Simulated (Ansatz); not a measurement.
# Which magnetic ion is it?

A crystal has the composition RbMF6, where M is a 3d element. A calculation (PBE+U, spin-orbit coupling in second variation, Ansatz) gives:

```
S                    : 1/2
g                    : ⊥ 1.7224, ∥ 1.9381
moment in its sphere : 0.88 μB
```

Q: Name the magnetic ion and its oxidation state.

The crystal is RbCrF6, space group R-3. The spin sits on Cr, with 6 F at 1.77 Å round it. With the usual charges of the other elements M must be +5. The high-spin ion of that charge with S = 1/2 in this row is Cr⁵⁺ d¹. Low-spin ions are left aside. The shift is negative: in a shell less than half full the orbital moment opposes the spin. This ion's orbital ground state is degenerate or nearly so in a regular site, where one determinant with spin-orbit coupling in second variation is unsure and g hangs on the level.

[Logs are printed without paths, hosts, clocks, repeated set-up lines and the standing remarks that a program may print on its own settings, such as how far it seeks lower states.]

[Hosts, paths, dates, database ids (printed as entryN), source tags and the programs' standing remarks are cut or masked in the printed files.]
